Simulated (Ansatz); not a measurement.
# Decaying states in the gap of Rb2TeH2O, part 3 of 4

Aim: relax a made-up compound, Rb2TeH2O, and see how good a tunnel barrier it would be. It is built by putting Te for part of the O in the RbHO structure of space group P2_1/m, with the volume rescaled by atomic radii. The parent structure comes from the Materials Project.

Ansatz 0.2.0; PBE DFT, plane waves, PAW files (the session's first sound run).

So far, gap on the k-mesh (eV): step 3 (the bulk crystal and its band edges) 2.23.

The structure was built from a prototype and need not be the compound's stable phase.

### 6. Complex bands, plane (010), k-mesh 4×6×6

Level of this step: PBE DFT, plane waves, PAW files; complex bands by layer matching along the plane's normal (Ansatz).

The same for the (010) plane, at (0, 0), (-0.5, 0) and (0.5, 0) (two of them one point), to see how the decay depends on direction.

input.yaml

```yaml
crystal:
  lattice:
    - [7.695793063, 0.0, 0.0]
    - [-0.970785013, 4.60272114, 0.0]
    - [0.0, 0.0, 5.127586439]
  atoms:
    - { symbol: Rb, position: [0.2443744238, 0.0155882811, 0.25] }
    - { symbol: Rb, position: [0.6282727797, 0.7182000504, 0.75] }
    - { symbol: H, position: [0.8597392976, 0.6342063231, 0.25] }
    - { symbol: H, position: [0.1797109321, 0.6095927419, 0.75] }
    - { symbol: Te, position: [0.7972672136, 0.2698442549, 0.25] }
    - { symbol: O, position: [0.2906353531, 0.7525683486, 0.75] }
kpoints:
  mp_grid: { grid: [4, 6, 6] }
scf:
  occupations: { method: fixed }
hamiltonian:
  xc: pbe
output:
  eigenvalues: true
  transmission:
    leads: [[0, 0]]
    kpoints: [[0.0, 0.0], [-0.5, 0.0], [0.5, 0.0]]
    e_range: [-1.0, 3.23]
    de: 0.07
```

Started as:

```bash
$ ansatz run input.yaml --threads 2 --pin off --max-ram 4096MiB --backend cpu --events-out ev --progress --plain --runs-dir out
```

Numbers of over 12 decimals in the logs are rounded to 6 here.

Log:

```text
[...]
Crystal: 6 atoms, lattice volume = 181.627 Å³
Basis set: ecut = 420 eV, 3563 PW (Γ)
Bands: 27, of which v1, the nominal top of the filled ones, is band 21 counted from 1 (20 counted from 0)
Symmetry: 2 space group operations
[...]
k-points: 56 of 144 (time reversal used)
[...]
SCF iter   1: F=—  HF=-14116.506826 eV  |F-HF|=—  |Δ(HF+E_count)|=         —  Δρ=1.83e-3  dr2=9.91e-3  ethr=1.77e-3  ⟨swp⟩=5.0  Hψ=6276  notcnv=0  defer=206
[...]
SCF iter   7: F=-14116.505511 eV  HF=-14116.505511 eV  |F-HF|=4.04e-8  |Δ(HF+E_count)|=   1.12e-6  Δρ=3.66e-6  dr2=2.53e-8  ethr=2.38e-10  ⟨swp⟩=11.1  Hψ=9054  notcnv=0
SCF 1 converged in 7 iterations: F = -14116.505511 eV  dr2 = 2.53e-8
[...]
transmission: 10 of 30 steps passed
transmission: 20 of 30 steps passed
transmission: 30 of 30 steps passed
SCF converged after 7 iterations
Free energy (F): -14116.505511 eV
[...]
Internal energy: -14116.505511 eV  (E = F + TS)
E sigma→0 (E₀):  -14116.505511 eV
Fermi energy:    1.947237 eV
[...]
--- Band table (eV; the first three rows and the last of 56) ---
  k-point 0: bands = [... 17 lower, 1.4189, 1.6781, 1.7125, 1.9365, 4.1738, 4.8945, 6.6066, 8.1197, ... 2 higher]
  k-point 1: bands = [... 17 lower, 1.4376, 1.6121, 1.6664, 1.7481, 4.2961, 5.1811, 6.8228, 7.3129, ... 2 higher]
  k-point 2: bands = [... 17 lower, 1.1994, 1.4303, 1.6149, 1.7925, 4.4705, 5.7457, 6.6226, 7.1128, ... 2 higher]
  k-point 55: bands = [... 17 lower, 1.4787, 1.4828, 1.5658, 1.6689, 6.3530, 6.6824, 7.1377, 7.3349, ... 2 higher]
--- Transmission ---
  basis      : 311 plane waves across, 10 finite elements along
  points     : 3, as listed
[...]
crystal 0  : Rb2H2O1Te1, at the sites [0, 0], period 5.1276 Å: whole cells are its period
[...]
channels       : 0.000000e0 a spin
[...]
slowest decay  : 0.2546 /Å at (0.0000, 0.0000)
```

Wall time 2.1 min (2 threads of Arm Neoverse V2, shared host); peak memory 1 GiB.

This step gave:

```
decay constant at the filling level, zone centre          : 0.2546 Å⁻¹
decay constant at the filling level, slowest listed point : 0.2546 Å⁻¹
```

K parallel (0, 0); values up to 1.5 1/Å, a degenerate pair printed once or twice; energies at which all values exceed this have no row. Table of Im kz of the slowest decaying states by energy, zero at the highest filled level on the SCF mesh:

```
energy (eV)  decay 1 (Å⁻¹)  decay 2 (Å⁻¹)  decay 3 (Å⁻¹)  decay 4 (Å⁻¹)
      -1.00          0.122          0.512          0.530          0.792
      -0.79          0.389          0.433          0.708          0.924
      -0.58          0.124          0.232          0.606          0.918
      -0.37         0.0984          0.448          0.914          0.963
      -0.16          0.264          0.314          0.911          0.952
      -0.02          0.332          0.388          0.911          0.927
       0.05         0.0846          0.356          0.438          0.911
       0.26          0.166          0.405          0.488          0.570
       0.47          0.207          0.433          0.523          0.645
       0.68          0.232          0.449          0.545          0.709
       0.89          0.247          0.457          0.557          0.764
       1.10          0.255          0.457          0.564          0.737
       1.31          0.256          0.451          0.565          0.694
       1.52          0.251          0.438          0.563          0.653
       1.73          0.237          0.415          0.557          0.614
       1.94          0.208          0.379          0.548          0.578
       2.15          0.129          0.328          0.538          0.545
       2.36          0.269          0.516          0.526          0.714
       2.57          0.212          0.490          0.517          0.696
       2.78          0.144          0.310          0.465          0.560
       2.99          0.402          0.440          0.525          0.770
       3.20          0.399          0.415          0.523          0.768
```

K parallel (-0.5, 0); values up to 1.5 1/Å, a degenerate pair printed once or twice; energies at which all values exceed this have no row. The Im kz of the slowest decaying states by energy, zero at the highest filled level on the SCF mesh:

```
energy (eV)  decay 1 (Å⁻¹)  decay 2 (Å⁻¹)  decay 3 (Å⁻¹)  decay 4 (Å⁻¹)
    -1.0000          0.151          0.480          0.490          0.867
    -0.7200          0.191          0.700          0.877          0.994
    -0.5100          0.320          0.572          0.877           1.00
    -0.2300         0.0699          0.139          0.316          0.871
    -0.0200          0.370          0.385          0.423          0.862
     0.2600          0.181          0.465          0.482          0.578
     0.4700          0.227          0.503          0.505          0.652
     0.7500          0.263          0.522          0.533          0.748
     1.0300          0.285          0.527          0.549          0.696
     1.2400          0.295          0.526          0.554          0.655
     1.5200          0.302          0.514          0.554          0.600
     1.7300          0.304          0.491          0.551          0.561
     2.0100          0.301          0.416          0.526          0.544
     2.2200          0.294          0.310          0.508          0.537
     2.5000          0.286          0.483          0.538          0.639
     2.7800          0.270          0.284          0.453          0.549
     2.9900          0.255          0.370          0.427          0.534
```

K parallel (0.5, 0); values up to 1.5 1/Å, a degenerate pair printed once or twice; energies at which all values exceed this have no row. Im kz of the slowest decaying states against energy, zero at the highest filled level on the SCF mesh:

```
energy (eV)  decay 1 (Å⁻¹)  decay 2 (Å⁻¹)  decay 3 (Å⁻¹)  decay 4 (Å⁻¹)
      -1.00          0.151          0.480          0.490          0.867
      -0.86          0.353          0.392          0.785          0.874
      -0.65          0.291          0.661          0.878           1.00
      -0.51          0.320          0.572          0.877           1.00
      -0.30          0.112          0.348          0.873          0.968
      -0.16          0.253          0.364          0.869          0.929
      -0.02          0.370          0.385          0.423          0.862
       0.19          0.159          0.448          0.471          0.546
       0.33          0.199          0.480          0.491          0.606
       0.54          0.238          0.510          0.513          0.673
       0.68          0.256          0.519          0.527          0.716
       0.82          0.270          0.524          0.538          0.735
       1.03          0.285          0.527          0.549          0.696
       1.17          0.292          0.527          0.553          0.669
       1.38          0.299          0.522          0.555          0.628
       1.52          0.302          0.514          0.554          0.600
       1.66          0.303          0.501          0.552          0.573
       1.87          0.303          0.461          0.541          0.548
       2.01          0.301          0.416          0.526          0.544
       2.22          0.294          0.310          0.508          0.537
       2.36          0.157          0.292          0.496          0.535
       2.50          0.286          0.483          0.538          0.639
       2.71          0.216          0.275          0.461          0.558
       2.85          0.266          0.328          0.445          0.541
       3.06          0.249          0.376          0.417          0.534
       3.20          0.235          0.373          0.395          0.534
```

At the listed wavevectors the last open channel is at -0.02 eV and the next at +2.29 eV on the grid. At +1.10 eV, the grid energy nearest the filling level (the middle of the gap on the SCF mesh), the slowest state at the listed wavevectors decays with κ = 0.255 Å⁻¹, its amplitude falling by e over 3.9 Å; the first such run, plane (001), gave 0.295 Å⁻¹.

### 7. Band edges at another level, cutoff 1380 eV

This step: PBE DFT, plane waves, JTH PAW files (Ansatz 0.2.0).

The edges again with JTH files, at the same atoms. Against that run the cutoff is 1380 eV against 420.

input.yaml

```yaml
crystal:
  lattice:
    - [4.7039505439, 0.0, 0.0177401266]
    - [0.0, 5.127586439, 0.0]
    - [-1.6166068648, 0.0, 7.524082211]
  atoms:
    - { symbol: Rb, position: [0.0155882811, 0.25, 0.2443744238] }
    - { symbol: Rb, position: [0.7182000504, 0.75, 0.6282727797] }
    - { symbol: H, position: [0.6342063231, 0.25, 0.8597392976] }
    - { symbol: H, position: [0.6095927419, 0.75, 0.1797109321] }
    - { symbol: Te, position: [0.2698442549, 0.25, 0.7972672136] }
    - { symbol: O, position: [0.7525683486, 0.75, 0.2906353531] }
kpoints:
  mp_grid: { grid: [6, 6, 4] }
  band_path: { path: [VBM, CBM], npoints: 30 }
scf:
  occupations: { method: fixed }
hamiltonian:
  xc: pbe
  pseudopotentials: { kind: paw, source: jth }
output:
  eigenvalues: true
```

Log:

```text
Warning: <dir> the checks of this Rb dataset prove no rule for summing its radial tables, as where they were carried onto another mesh than they were made on, and Gregory's rule is taken, under which a leading mesh point left out moves its sums only by what lay on the interval it spanned. That does not make them correct, and they differ from Quantum ESPRESSO's on this file; a re-export a fraction of a mesh step off can move them. hamiltonian.pseudopotentials.radial_quadrature: simpson_from_first_knot sums it by `pw.x`'s rule; on a PAW file no value gives `pw.x`'s numbers. What more to know: hamiltonian.pseudopotentials.radial_quadrature, in the input reference
Warning: <dir> the checks of this H dataset prove no rule for summing its radial tables, as where they were carried onto another mesh than they were made on, and Gregory's rule is taken, under which a leading mesh point left out moves its sums only by what lay on the interval it spanned. That does not make them correct, and they differ from Quantum ESPRESSO's on this file; a re-export a fraction of a mesh step off can move them. hamiltonian.pseudopotentials.radial_quadrature: simpson_from_first_knot sums it by `pw.x`'s rule; on a PAW file no value gives `pw.x`'s numbers. What more to know: hamiltonian.pseudopotentials.radial_quadrature, in the input reference
Warning: <dir> the checks of this Te dataset prove no rule for summing its radial tables, as where they were carried onto another mesh than they were made on, and Gregory's rule is taken, under which a leading mesh point left out moves its sums only by what lay on the interval it spanned. That does not make them correct, and they differ from Quantum ESPRESSO's on this file; a re-export a fraction of a mesh step off can move them. hamiltonian.pseudopotentials.radial_quadrature: simpson_from_first_knot sums it by `pw.x`'s rule; on a PAW file no value gives `pw.x`'s numbers. What more to know: hamiltonian.pseudopotentials.radial_quadrature, in the input reference
Warning: <dir> the checks of this O dataset prove no rule for summing its radial tables, as where they were carried onto another mesh than they were made on, and Gregory's rule is taken, under which a leading mesh point left out moves its sums only by what lay on the interval it spanned. That does not make them correct, and they differ from Quantum ESPRESSO's on this file; a re-export a fraction of a mesh step off can move them. hamiltonian.pseudopotentials.radial_quadrature: simpson_from_first_knot sums it by `pw.x`'s rule; on a PAW file no value gives `pw.x`'s numbers. What more to know: hamiltonian.pseudopotentials.radial_quadrature, in the input reference
[...]
Crystal: 6 atoms, lattice volume = 181.627 Å³
Basis set: ecut = 1380 eV, 21149 PW (Γ)
Bands: 22, of which v1, the nominal top of the filled ones, is band 16 counted from 1 (15 counted from 0)
Symmetry: 2 space group operations
[...]
k-points: 56 of 144 (time reversal used)
[...]
SCF iter   1: F=—  HF=-12064.904225 eV  |F-HF|=—  |Δ(HF+E_count)|=         —  Δρ=5.33e-2  dr2=5.56e0  ethr=3.10e-3  ⟨swp⟩=7.9  Hψ=8091  notcnv=0  defer=211
[...]
SCF iter   9: F=-12063.648398 eV  HF=-12063.648398 eV  |F-HF|=1.77e-8  |Δ(HF+E_count)|=   2.81e-7  Δρ=2.90e-6  dr2=2.65e-8  ethr=3.13e-10  ⟨swp⟩=19.4  Hψ=11402  notcnv=0
SCF 1 converged in 9 iterations: F = -12063.648398 eV  dr2 = 2.65e-8
[...]
SCF converged after 9 iterations
Free energy (F): -12063.648398 eV
[...]
Internal energy: -12063.648398 eV  (E = F + TS)
E sigma→0 (E₀):  -12063.648398 eV
Fermi energy:    1.485918 eV
[...]
--- Band table (eV; the first three rows and the last of 56) ---
  k-point 0: bands = [... 12 lower, 0.9535, 1.2249, 1.2603, 1.4753, 3.6891, 4.4254, 6.1672, 7.7033, ... 2 higher]
  k-point 1: bands = [... 12 lower, 0.8416, 1.2156, 1.2433, 1.4808, 3.8063, 4.7171, 6.1591, 7.2421, ... 2 higher]
  k-point 2: bands = [... 12 lower, 0.7422, 1.2066, 1.2282, 1.4859, 3.8614, 5.4347, 5.6677, 7.2025, ... 2 higher]
  k-point 55: bands = [... 12 lower, 1.0158, 1.0211, 1.1109, 1.2139, 5.8909, 6.2131, 6.7016, 6.9173, ... 2 higher]
```

Wall time 3.7 min (2 threads); peak memory 1.6 GiB.

Numbers from this step:

```yaml
free_energy: -12063.6484 eV
fermi_energy: 1.486 eV
gap_on_the_k_mesh: 2.203 eV
gap_on_path: 2.203 eV, by band count; negative where bands overlap
direct_gap_on_path: 2.214 eV
```

The electronic bands at the labelled points (eV, zero at the Fermi level (highest filled level under fixed occupations); v1 is the highest filled band, c1 the lowest empty one):

```
  point     v4     v3     v2     v1    c1    c2    c3    c4
    VBM  -0.74  -0.28  -0.26   0.00  2.38  3.95  4.18  5.72
halfway  -0.64  -0.27  -0.24  -0.01  2.32  3.23  4.67  5.76
    CBM  -0.53  -0.26  -0.23  -0.01  2.20  2.94  4.68  6.22
```

The searched edges give 2.20 eV, as on the mesh.

### 8. Complex bands at another level

This step: PBE DFT, plane waves, JTH PAW files; complex bands by layer matching along the plane's normal (Ansatz 0.2.0).

The complex bands at that level, over its own gap, at (0, 0) and (0.5, 0).

Edit input.yaml of step 7 so:

```diff
@@ -2,5 +2,5 @@
   lattice:
-    - [4.7039505439, 0.0, 0.0177401266]
+    - [4.703983996, 0.0, 0.0]
     - [0.0, 5.127586439, 0.0]
-    - [-1.6166068648, 0.0, 7.524082211]
+    - [-1.58821981, 0.0, 7.530125411]
   atoms:
@@ -14,3 +14,2 @@
   mp_grid: { grid: [6, 6, 4] }
-  band_path: { path: [VBM, CBM], npoints: 30 }
 scf:
@@ -22 +21,6 @@
   eigenvalues: true
+  transmission:
+    leads: [[0, 0]]
+    kpoints: [[0.0, 0.0], [0.5, 0.0]]
+    e_range: [-1.0, 3.2]
+    de: 0.11
```

Log:

```text
Warning: <dir> the checks of this Rb dataset prove no rule for summing its radial tables, as where they were carried onto another mesh than they were made on, and Gregory's rule is taken, under which a leading mesh point left out moves its sums only by what lay on the interval it spanned. That does not make them correct, and they differ from Quantum ESPRESSO's on this file; a re-export a fraction of a mesh step off can move them. hamiltonian.pseudopotentials.radial_quadrature: simpson_from_first_knot sums it by `pw.x`'s rule; on a PAW file no value gives `pw.x`'s numbers. What more to know: hamiltonian.pseudopotentials.radial_quadrature, in the input reference
Warning: <dir> the checks of this H dataset prove no rule for summing its radial tables, as where they were carried onto another mesh than they were made on, and Gregory's rule is taken, under which a leading mesh point left out moves its sums only by what lay on the interval it spanned. That does not make them correct, and they differ from Quantum ESPRESSO's on this file; a re-export a fraction of a mesh step off can move them. hamiltonian.pseudopotentials.radial_quadrature: simpson_from_first_knot sums it by `pw.x`'s rule; on a PAW file no value gives `pw.x`'s numbers. What more to know: hamiltonian.pseudopotentials.radial_quadrature, in the input reference
Warning: <dir> the checks of this Te dataset prove no rule for summing its radial tables, as where they were carried onto another mesh than they were made on, and Gregory's rule is taken, under which a leading mesh point left out moves its sums only by what lay on the interval it spanned. That does not make them correct, and they differ from Quantum ESPRESSO's on this file; a re-export a fraction of a mesh step off can move them. hamiltonian.pseudopotentials.radial_quadrature: simpson_from_first_knot sums it by `pw.x`'s rule; on a PAW file no value gives `pw.x`'s numbers. What more to know: hamiltonian.pseudopotentials.radial_quadrature, in the input reference
Warning: <dir> the checks of this O dataset prove no rule for summing its radial tables, as where they were carried onto another mesh than they were made on, and Gregory's rule is taken, under which a leading mesh point left out moves its sums only by what lay on the interval it spanned. That does not make them correct, and they differ from Quantum ESPRESSO's on this file; a re-export a fraction of a mesh step off can move them. hamiltonian.pseudopotentials.radial_quadrature: simpson_from_first_knot sums it by `pw.x`'s rule; on a PAW file no value gives `pw.x`'s numbers. What more to know: hamiltonian.pseudopotentials.radial_quadrature, in the input reference
Engine: ansatz 0.2.0, aarch64-unknown-linux-gnu
Pseudopotentials: kind: paw
Pseudopotential: Rb, paw, valence charge 9, recommended cutoff 660 eV (normal), Rb.paw.azcp
Pseudopotential: H, paw, valence charge 1, recommended cutoff 630 eV (normal), H.paw.azcp
Pseudopotential: Te, paw, valence charge 6, recommended cutoff 540 eV (normal), Te.paw.azcp
Pseudopotential: O, paw, valence charge 6, recommended cutoff 1380 eV (normal), O.paw.azcp
Functional definition: PBE
  parameter kappa = 0.804
  parameter beta = 0.066725
  exchange = pbe_x(kappa = kappa, mu = beta*pi^2/3)
  correlation = pbe_c(beta = beta)
Error: memory limit exceeded: the `transmission` phase of `transmission` needs 5.98 GiB against the run's memory maximum of 4.00 GiB; largest carriers: transmission 5.53 GiB, unmodelled-tail allowance 0.30 GiB, source scf tables 0.14 GiB, source scf state 0.00 GiB; the layers of output.transmission grow with the square of the cell's cross-section: a lower cutoff or a narrower output.transmission.e_range takes less, and so, most of all in a narrow cell, does a wider de; where no e_range is typed, a fill by count is planned with a gap of 40 thermal energies
with nothing else changed it takes a maximum of at least 5.99 GiB, with nothing to spare, and 6.58 GiB leaves up to a tenth: --max-ram 6.58GiB where that set the maximum, else more of the term that did, and with no share typed, where 6.58 GiB is over 0.88 of the host's memory or its container's limit, a share of 0.88 or more that holds the maximum too (--max-ram-frac F), where one does; The budget is ten elevenths of [...]
`transmission` follows the SCF: where the deck gives it k-points, a mesh or a band count of its own, those are what to reduce (not on a resume, whose deck is fixed)
```

The job ended after 0.41 s (2 threads; peak memory 0.25 GiB).

The program refused the input before any cycle.

The program's message: “Error: memory limit exceeded: the `transmission` phase of `transmission` needs 5.98 GiB against the run's memory maximum of 4.00 GiB; largest carriers: transmission 5.53 GiB, unmodelled-tail allowance …”

(Continued in part 4 of 4.)

[Logs are printed without paths, hosts, clocks, repeated set-up lines and the standing remarks that a program may print on its own settings, such as how far it seeks lower states.]

[Hosts, paths, dates, database ids (printed as entryN), source tags and the programs' standing remarks are cut or masked in the printed files.]
